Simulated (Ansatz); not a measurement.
# 1T-PbO2 monolayer in a perpendicular field, part 2 of 2

What dipole does a perpendicular field induce in the 1T-PbO2 monolayer, and does the gap follow? A positive field points along +c.

Ansatz 0.2.0; plane-wave DFT, PBE-D3(BJ), Ansatz PAW.

So far. Step 2 (Relaxation): The lattice constant a goes from 2.874 to 3.399 Å.

## Step 3: Single point, field 0

A sawtooth potential applies the field, turning back in the middle of the vacuum. With the dipole correction the typed value is the field outside the slab. The induced dipole is small, so the SCF threshold is tight.

The cell differs from the one that the last finished run ended in (c 35.411 → 20.134 Å).

input.yaml reads:

```yaml
crystal:
  lattice:
    - [3.3988863429, 0.0, 0.0]
    - [-1.6994431715, 2.9435219175, 0.0]
    - [0.0, 0.0, 20.1339219714]
  atoms:
    - { symbol: O, position: [0.6666666667, 0.3333333333, 0.4470067984] }
    - { symbol: Pb, position: [0.0, 0.0, 0.5] }
    - { symbol: O, position: [0.3333333333, 0.6666666667, 0.5529932016] }
kpoints:
  mp_grid: { grid: [18, 18, 1] }
  band_path:
    path: [[0, 0, 0], [0.5, 0, 0], [0.33333333, 0.33333333, 0], [0, 0, 0]]
    npoints: 16
hamiltonian:
  xc: pbe
  dispersion: d3bj
scf:
  occupations: { method: fermi_dirac, width: 0.02585 }
  convergence: { dr2_threshold: 1.0e-10 }
efield:
  axis: 3
  dipole_correction: true
  ramp_position: 0.97
  ramp_width: 0.06
  amplitude: 0
output:
  dos: { projected: true, e_range: [-6, 5] }
  write_potential: true
  write_density: true
  volumetric_format: npy
  elf: true
```

Started as:

```
$ ansatz run input.yaml --threads 2 --pin off --max-ram 3072MiB --backend cpu --events-out ev --progress --plain --runs-dir out
```

Numbers of over 12 decimals in the logs are rounded to 6 here.

Output:

```text
[...]
Crystal: 3 atoms, lattice volume = 201.434 Å³
Basis set: ecut = 420 eV, 3931 PW (Γ)
Bands: 17, of which v1, the nominal top of the filled ones, is band 13 counted from 1 (12 counted from 0)
Symmetry: 6 space group operations
k-points: 37 of 324 (time reversal used)
[...]
SCF iter   1: F=—  HF=-13038.773478 eV  |F-HF|=—  |Δ(HF+E_count)|=         —  Δρ=1.46e-3  dr2=3.24e-3  ethr=1.77e-3  p=0.000 e·Å  D=8.24e-14 V/Å  ΔV_dip=-0.00 eV  dr2_dipole=6.05e-9  V_vac-E_F(+/−)=7.47/7.47 eV  ⟨swp⟩=9.6  Hψ=4590  notcnv=0
efield: sawtooth ramp at fractional position 0.9700 (set: `efield.ramp_position`, or a place that a band, a saddle search or an elastic batch's reference lends), width 0.0600; the density the first Hamiltonian is built on has a dipole p = 0.000 e·Å; the dipole correction subtracts the counter field D = 8.24e-14 V/Å, which shifts the + side's vacuum level by -0.00 eV against the − side's; the planar-averaged density in the ramp window peaks in size at 4.7e-6 e/Å³
[...]
SCF iter   2: F=—  HF=-13038.775249 eV  |F-HF|=—  |Δ(HF+E_count)|=   1.77e-3  Δρ=7.66e-4  dr2=5.63e-4  ethr=1.25e-5  p=0.000 e·Å  D=5.21e-5 V/Å  ΔV_dip=-0.00 eV  dr2_dipole=1.32e-7  V_vac-E_F(+/−)=7.42/7.43 eV  ⟨swp⟩=2.9  Hψ=1704  notcnv=0
[...]
SCF iter   9: F=-13038.775641 eV  HF=-13038.775641 eV  |F-HF|=9.82e-11  |Δ(HF+E_count)|=   1.82e-9  Δρ=2.14e-7  dr2=6.17e-11  ethr=1.00e-12  p=0.000 e·Å  D=2.13e-7 V/Å  ΔV_dip=-0.00 eV  dr2_dipole=3.87e-13  V_vac-E_F(+/−)=7.39/7.39 eV  ⟨swp⟩=4.4  Hψ=2875  notcnv=0
SCF 1 converged in 9 iterations: F = -13038.775641 eV  dr2 = 6.17e-11
[...]
NSCF: frozen V_eff on 49 k-points
efield: sawtooth ramp at fractional position 0.9700 (kept from the solve that this one continues, or follows in the run), width 0.0600; the density the first Hamiltonian is built on has a dipole p = 0.000 e·Å; the dipole correction subtracts the counter field D = 2.13e-7 V/Å, which shifts the + side's vacuum level by -0.00 eV against the − side's; the planar-averaged density in the ramp window peaks in size at 3.1e-6 e/Å³
[...]
SCF converged after 9 iterations
Free energy (F): -13038.775641 eV
[...]
Internal energy: -13038.775641 eV  (E = F + TS)
E sigma→0 (E₀):  -13038.775641 eV
Fermi energy:    -4.064783 eV
Dipole field:    D = -0.000001 V/Å  (p = -0.000001 e·Å, saw-weighted, corrected)
Work function:   Φ+ = 7.3936 eV   Φ− = 7.3936 eV
Levels:          The Fermi level and band energies are counted from a zero that moves with the ramp; work functions are not
[...]
--- Band table (eV; the first three rows and the last of 37) ---
  k-point 0: bands = [... 9 lower, -5.9358, -5.3254, -5.1081, -5.1081, -3.4540, 0.4222, 2.9716, 3.1736]
  k-point 1: bands = [... 9 lower, -5.9803, -5.3737, -5.1167, -5.1023, -3.3395, 0.5318, 3.0096, 3.2288]
  k-point 2: bands = [... 9 lower, -6.1069, -5.4920, -5.1232, -5.0862, -3.0407, 0.8264, 3.1114, 3.3945]
  k-point 36: bands = [... 9 lower, -7.7099, -7.0109, -4.8781, -4.8781, -0.9595, 4.1658, 4.4045, 4.4045]
```

Wall time 5.2 s (2 threads of Intel Xeon 6975P-C (Granite Rapids), shared host); peak memory 0.52 GiB; 10 s of CPU time.

This step gave:

```yaml
gap_on_the_k_mesh: 1.335 eV
dipole_along_the_normal: -6.90e-7 e·Å
gap_along_the_path: 1.335 eV
smallest_direct_gap_along_the_path: 1.654 eV
ionisation_energy_upper_face: 8.118 eV
electron_affinity_upper_face: 6.783 eV
gap_the_smaller_of_path_and_mesh: 1.335 eV
```

Running mean over a fixed 2.5 Å (it still follows the layers) of the planar mean; the ramp of the sawtooth is left out. Table of electron's electrostatic potential energy less the Fermi level by z:

| z (Å) | electron's electrostatic potential energy less the Fermi level (eV) |
| --- | --- |
| 3.0 | 7.39 |
| 3.5 | 7.39 |
| 4.0 | 7.39 |
| 4.5 | 7.39 |
| 5.0 | 7.39 |
| 5.5 | 7.39 |
| 6.0 | 7.39 |
| 6.5 | 7.36 |
| 7.0 | 7.21 |
| 7.5 | 6.23 |
| 8.0 | 3.84 |
| 8.5 | 0.453 |
| 9.0 | -3.17 |
| 9.5 | -6.52 |
| 10.0 | -8.29 |
| 10.5 | -7.24 |
| 11.0 | -4.11 |
| 11.5 | -0.514 |
| 12.0 | 2.99 |
| 12.5 | 5.72 |
| 13.0 | 7.09 |
| 13.5 | 7.34 |
| 14.0 | 7.38 |
| 14.5 | 7.39 |
| 15.0 | 7.39 |
| 15.5 | 7.39 |
| 16.0 | 7.39 |
| 16.5 | 7.39 |
| 17.0 | 7.39 |

The density of states has structure finer than the step of the table below, so its rows give means over 0.2 eV, whole bins alone (the curve runs from -6 to 2.6 eV). Peaks (eV: height): -1.84: 5.66, -1.04: 18.5, -0.73: 32.6.

Table of density of states by energy, zero at the Fermi level of the run, which the smearing sets inside the gap; means over each step:

| energy (eV) | density of states (states/eV a cell) |
| --- | --- |
| -5.8 | 0.397 |
| -5.6 | 0.362 |
| -5.4 | 0.345 |
| -5.2 | 0.0635 |
| -5.0 | 0 |
| -4.8 | 0 |
| -4.6 | 0 |
| -4.4 | 0.0280 |
| -4.2 | 1.33 |
| -4.0 | 1.86 |
| -3.8 | 2.39 |
| -3.6 | 1.82 |
| -3.4 | 2.33 |
| -3.2 | 2.80 |
| -3.0 | 1.85 |
| -2.8 | 1.82 |
| -2.6 | 1.74 |
| -2.4 | 1.76 |
| -2.2 | 1.91 |
| -2.0 | 2.49 |
| -1.8 | 3.38 |
| -1.6 | 1.56 |
| -1.4 | 0.863 |
| -1.2 | 0.408 |
| -1.0 | 11.6 |
| -0.8 | 9.55 |
| -0.6 | 0 |
| -0.4 | 0 |
| -0.2 | 0 |
| 0.0 | 0 |
| 0.2 | 0 |
| 0.4 | 0 |
| 0.6 | 0.0576 |
| 0.8 | 0.211 |
| 1.0 | 0.249 |
| 1.2 | 0.284 |
| 1.4 | 0.331 |
| 1.6 | 0.386 |
| 1.8 | 0.470 |
| 2.0 | 0.590 |
| 2.2 | 0.782 |
| 2.4 | 1.26 |

Projected DOS per atom over height of the atomic layer and energy from the Fermi level. Layers: O Pb O from below.

Ten even steps from '0' (0.00 states/eV) to '9' (2.86 states/eV), each cell a mean:
```
121
000
000
000
000
000
000
000
707
909
101
404
202
202
313
313
212
101
000
000
000
000
```
Columns: height of the atomic layer (Å) from 9 to 11.1; rows upwards: energy from the Fermi level (eV) from -5.96 to 2.59.

The electronic bands at the labelled points (eV, zero at the Fermi level of the run, which the smearing sets inside the gap):

| point | band 10 | band 11 | band 12 | band 13 | band 14 | band 15 | band 16 | band 17 |
| --- | --- | --- | --- | --- | --- | --- | --- | --- |
| Γ | -1.87 | -1.26 | -1.04 | -1.04 | 0.61 | 4.49 | 7.04 | 7.24 |
| halfway | -2.58 | -1.71 | -0.95 | -0.95 | 1.99 | 5.79 | 7.39 | 8.32 |
| M | -3.23 | -1.84 | -0.87 | -0.75 | 2.58 | 6.03 | 8.60 | 10.24 |
| halfway | -3.47 | -2.26 | -0.94 | -0.72 | 2.85 | 6.83 | 8.54 | 9.77 |
| K | -3.65 | -2.95 | -0.81 | -0.81 | 3.11 | 8.23 | 8.47 | 8.47 |
| halfway | -2.78 | -1.74 | -1.12 | -0.87 | 2.25 | 6.37 | 7.21 | 8.61 |
| Γ | -1.87 | -1.26 | -1.04 | -1.04 | 0.61 | 4.49 | 7.04 | 7.24 |

The electronic bands as a text plot (rows in eV, shown from -7.7 to 6.6 only):

```
    6.3 |                   ++++++                  +++
    5.7 |       ++++++++++++                           +++
    5.1 |    +++                                          +++
    4.5 |++++                                                ++++
    3.9 |
    3.3 |                              +++++
    2.7 |               +++++++++++++++     ++++++++
    2.1 |          +++++                            +++
    1.6 |      ++++                                    +++
    1.0 |  ++++                                           +++++
    0.4 |++                                                    ++
   -0.2 |
   -0.8 |********************************************************
   -1.4 |***********                                  ***********
   -2.0 |*******    ****************            ******    *******
   -2.6 |      *******              ****  ******    ******
   -3.2 |          ** **************    **   **********
   -3.8 |            ****          *****************
   -4.4 |                **********
   -5.0 |**                                                    **
   -5.6 |  *****                                          *****
   -6.2 |       ****                                  ****
   -6.8 |           ****                         *****
   -7.4 |               *************************
         Γ                   M           K                      Γ
```

Valence density in the ca plane at fractional y = 0.000, with atoms of Pb within 0.2 Å of it. It is the smooth field of the valence electrons, not physical close to the nuclei.

Ten steps, logarithmic in the rise over the least value, from '0' (0.00 × 1e0 e/Å³) to '9' (9.05 × 1e0 e/Å³), each cell a mean:
```
00000000000000000000147998521000000000000000
00000000000000000000135676421000000000000000
00000000000000000001223443321000000000000000
00000000000000000001232222322100000000000000
00000000000000000001232222322100000000000000
00000000000000000001223333221000000000000000
00000000000000000001124554321000000000000000
00000000000000000000136887421000000000000000
00000000000000000000247998621000000000000000
```
Columns run along c (16.0 Å, from fractional 0.08 to 0.87 of the cell), rows up along a (3.4 Å). Atoms in or near the plane, at fractional coordinates: Pb at (0.50, 0.00).

ELF in the ca plane at fractional y = 0.000, with atoms of Pb within 0.2 Å of it. It is the smooth field of the valence electrons, not physical close to the nuclei.

Values, 5 rows by 16 columns, each cell a mean:
```
0.00 0.00 0.00 0.00 0.00 0.00 0.01 0.17 0.18 0.25 0.07 0.00 0.00 0.00 0.00 0.00
0.00 0.00 0.00 0.00 0.00 0.01 0.10 0.29 0.23 0.25 0.23 0.04 0.00 0.00 0.00 0.00
0.00 0.00 0.00 0.00 0.00 0.01 0.18 0.47 0.18 0.32 0.40 0.07 0.00 0.00 0.00 0.00
0.00 0.00 0.00 0.00 0.00 0.00 0.06 0.20 0.26 0.24 0.15 0.02 0.00 0.00 0.00 0.00
0.00 0.00 0.00 0.00 0.00 0.00 0.01 0.19 0.12 0.23 0.08 0.00 0.00 0.00 0.00 0.00
```
Columns run along c (16.0 Å, from fractional 0.08 to 0.87 of the cell), rows up along a (3.4 Å). Atoms in or near the plane, at fractional coordinates: Pb at (0.50, 0.00).

Electrostatic potential energy in the ca plane at fractional y = 0.000, with atoms of Pb within 0.2 Å of it. With pseudopotentials it is smooth inside the atoms' cores, unlike the true potential.

Ten even steps from '0' (-38 eV) to '9' (3 eV), each cell a mean:
```
99999999999999999999840010178999999999999999
99999999999999999999862000589999999999999999
99999999999999999999986546789999999999999999
99999999999999999999988888899999999999999999
99999999999999999999988888899999999999999999
99999999999999999999987777889999999999999999
99999999999999999999874113689999999999999999
99999999999999999999850000278999999999999999
99999999999999999999730230068999999999999999
```
Columns run along c (16.0 Å, from fractional 0.08 to 0.87 of the cell; values clipped at the 3rd and 97th percentile), rows up along a (3.4 Å). Atoms in or near the plane, at fractional coordinates: Pb at (0.50, 0.00).

The gap is 1.33 eV, with the valence edge 8.12 eV and the conduction edge 6.78 eV under the upper vacuum level. Spin-orbit coupling, left out in this run, matters for the bands of elements this heavy.

## Step 4: Single point, field 0.1 V/Å

input.yaml: that of step 3 with these lines changed.

```diff
@@ -25,5 +25,4 @@
   ramp_width: 0.06
-  amplitude: 0
+  amplitude: 0.1
 output:
-  dos: { projected: true, e_range: [-6, 5] }
   write_potential: true
@@ -31,2 +30 @@
   volumetric_format: npy
-  elf: true
```

Output:

```text
[...]
Crystal: 3 atoms, lattice volume = 201.434 Å³
Basis set: ecut = 420 eV, 3931 PW (Γ)
Bands: 17, of which v1, the nominal top of the filled ones, is band 13 counted from 1 (12 counted from 0)
Symmetry: 6 space group operations
k-points: 37 of 324 (time reversal used)
[...]
--- Band table (eV; the first three rows and the last of 37) ---
  k-point 0: bands = [... 9 lower, -5.9362, -5.3259, -5.1083, -5.1083, -3.4543, 0.4213, 2.7355, 3.3684]
  k-point 1: bands = [... 9 lower, -5.9807, -5.3740, -5.1170, -5.1025, -3.3398, 0.5309, 2.7824, 3.4132]
  k-point 2: bands = [... 9 lower, -6.1073, -5.4922, -5.1236, -5.0864, -3.0410, 0.8253, 2.9167, 3.5261]
  k-point 36: bands = [... 9 lower, -7.7076, -7.0112, -4.8849, -4.8718, -0.9598, 4.1650, 4.4040, 4.4042]
[key lines of the parts left out:]
SCF converged after 12 iterations
Free energy (F): -13038.776520 eV
Fermi energy:    -4.064997 eV
Dipole field:    D = 0.015805 V/Å  (p = 0.017594 e·Å, saw-weighted, corrected)
```

Elapsed: 5.7 s, on 2 threads; peak memory 0.49 GiB.

The dipole is 0.0176 e·Å, and the gap 1.335 eV.

## Step 5: Single point, field -0.1 V/Å

input.yaml: that of step 4 with these lines changed.

```diff
@@ -25,3 +25,3 @@
   ramp_width: 0.06
-  amplitude: 0.1
+  amplitude: -0.1
 output:
```

Output:

```text
[...]
Crystal: 3 atoms, lattice volume = 201.434 Å³
Basis set: ecut = 420 eV, 3931 PW (Γ)
Bands: 17, of which v1, the nominal top of the filled ones, is band 13 counted from 1 (12 counted from 0)
Symmetry: 6 space group operations
k-points: 37 of 324 (time reversal used)
[...]
--- Band table (eV; the first three rows and the last of 37) ---
  k-point 0: bands = [... 9 lower, -5.9362, -5.3259, -5.1083, -5.1083, -3.4543, 0.4213, 2.7355, 3.3684]
  k-point 1: bands = [... 9 lower, -5.9807, -5.3740, -5.1170, -5.1025, -3.3398, 0.5309, 2.7824, 3.4132]
  k-point 2: bands = [... 9 lower, -6.1073, -5.4922, -5.1236, -5.0864, -3.0410, 0.8253, 2.9167, 3.5261]
  k-point 36: bands = [... 9 lower, -7.7076, -7.0112, -4.8849, -4.8718, -0.9598, 4.1650, 4.4040, 4.4042]
[key lines of the parts left out:]
SCF converged after 12 iterations
Free energy (F): -13038.776520 eV
Fermi energy:    -4.064997 eV
Dipole field:    D = -0.015805 V/Å  (p = -0.017594 e·Å, saw-weighted, corrected)
```

Elapsed: 5.8 s, on 2 threads; peak memory 0.49 GiB; 11 s of CPU time.

The dipole is -0.0176 e·Å, and the gap 1.335 eV.

## Step 6: Response, atoms held

This step: plane-wave DFT, PBE-D3(BJ), Ansatz PAW; response to a field along the normal, atoms held (Ansatz 0.2.0).

The dipoles give the slope, and the difference of two potentials shows where the field is screened.

Numbers from this step:

| Item | Value |
| --- | --- |
| equivalent conductor thickness p/(ε₀AE) | 3.182 Å |
| distance between the outer atoms | 2.134 Å |

The dipole of the cell by applied field:

| applied field (V/Å) | dipole of the cell (e·Å) |
| --- | --- |
| -0.1000 | -0.0176 |
| 0.0000 | -6.9e-7 |
| 0.1000 | 0.0176 |

Local field over the applied field, running mean. From the potentials at -0.1 and 0.1 V/Å; running mean over 2.5 Å. Local field over applied field against z:

z (Å), local field over applied field and a bar from the least value:
```
     4.03      1.000 ##############################
     4.33      1.000 ##############################
     4.62      1.000 ##############################
     5.07      0.999 ##############################
     5.37      0.998 ##############################
     5.67      0.996 ##############################
     5.97      0.992 ##############################
     6.26      0.984 #############################
     6.71      0.956 ############################
     7.01      0.919 ###########################
     7.31      0.861 #########################
     7.61      0.784 ######################
     7.90      0.696 ###################
     8.20      0.596 ################
     8.65      0.438 ##########
     8.95      0.339 #######
     9.25      0.250 ####
     9.54      0.182 #
     9.84      0.146 
    10.29      0.146 
    10.59      0.182 #
    10.89      0.250 ####
    11.19      0.339 #######
    11.48      0.438 ##########
    11.93      0.596 ################
    12.23      0.696 ###################
    12.53      0.784 ######################
    12.83      0.861 #########################
    13.12      0.919 ###########################
    13.42      0.956 ############################
    13.87      0.984 #############################
    14.17      0.992 ##############################
    14.47      0.996 ##############################
    14.76      0.998 ##############################
    15.06      0.999 ##############################
    15.51      1.000 ##############################
    15.81      1.000 ##############################
    16.11      1.000 ##############################
```

Electrons, planar mean, per unit field. Table of induced electron density by z:

z (Å), induced electron density (e/Å³ per V/Å) and a bar from the least value:
```
     4.03    0.00000 ###############
     4.33    0.00000 ###############
     4.62    0.00000 ###############
     5.07    0.00000 ###############
     5.37    0.00001 ###############
     5.67    0.00001 ###############
     5.97    0.00003 ###############
     6.26    0.00006 ###############
     6.71    0.00019 ################
     7.01    0.00038 #################
     7.31    0.00073 ##################
     7.61    0.00135 #####################
     7.90    0.00230 #########################
     8.20    0.00333 ##############################
     8.65    0.00255 ##########################
     8.95    0.00145 ######################
     9.25    0.00235 ##########################
     9.54    0.00070 ##################
     9.84    0.00003 ###############
    10.29   -0.00003 ###############
    10.59   -0.00070 ############
    10.89   -0.00235 ####
    11.19   -0.00145 ########
    11.48   -0.00255 ####
    11.93   -0.00333 
    12.23   -0.00230 #####
    12.53   -0.00135 #########
    12.83   -0.00073 ############
    13.12   -0.00038 #############
    13.42   -0.00019 ##############
    13.87   -0.00006 ###############
    14.17   -0.00003 ###############
    14.47   -0.00001 ###############
    14.76   -0.00001 ###############
    15.06    0.00000 ###############
    15.51    0.00000 ###############
    15.81    0.00000 ###############
    16.11    0.00000 ###############
```

The smaller of the gaps on the path and on the k-mesh, counted as 0 under 0.03 eV. The gap stays at 1.33 eV for applied field from -0.1 to 0.1 V/Å.

By hand: between -0.1 and 0.1 V/Å the dipole changes by 0.03519 e·Å, a slope of 0.1759 e·Å²/V. A perfect conductor of thickness t has p = ε₀AEt, so t = 180.95 × 0.1759 / 10.005 = 3.18 Å (e/ε₀ = 180.95 V·Å, A in Å²).

The induced dipole is that of a conductor 3.18 Å thick.

## Step 7: Outcome

```yaml
gap_without_field: 1.33 eV
ionisation_energy_upper_face: 8.12 eV
electron_affinity_upper_face: 6.78 eV
equivalent_conductor_thickness_atoms_held: 3.18 Å
```

What this shows: The induced dipole equals that of a perfect conductor 3.18 Å thick, while the outer atoms lie 2.13 Å apart; an out-of-plane ε follows only once a thickness t is chosen, by 1 − 1/ε = 3.18 Å / t. The gap stays within 0.01 eV of 1.33 eV over the fields run, up to 0.1 V/Å in size. Semilocal functionals give gaps that are too small, and excitons are not included. Spin-orbit coupling is left out, which matters for the bands of elements this heavy.

[Logs are printed without paths, hosts, clocks, repeated set-up lines and the standing remarks that a program may print on its own settings, such as how far it seeks lower states.]

[Hosts, paths, dates, database ids (printed as entryN), source tags and the programs' standing remarks are cut or masked in the printed files.]

[Maps of the electrostatic potential energy from Ansatz leave out the sawtooth potential of an applied field or a dipole correction, so their vacuum need not be flat; planar profiles and work functions include it.]
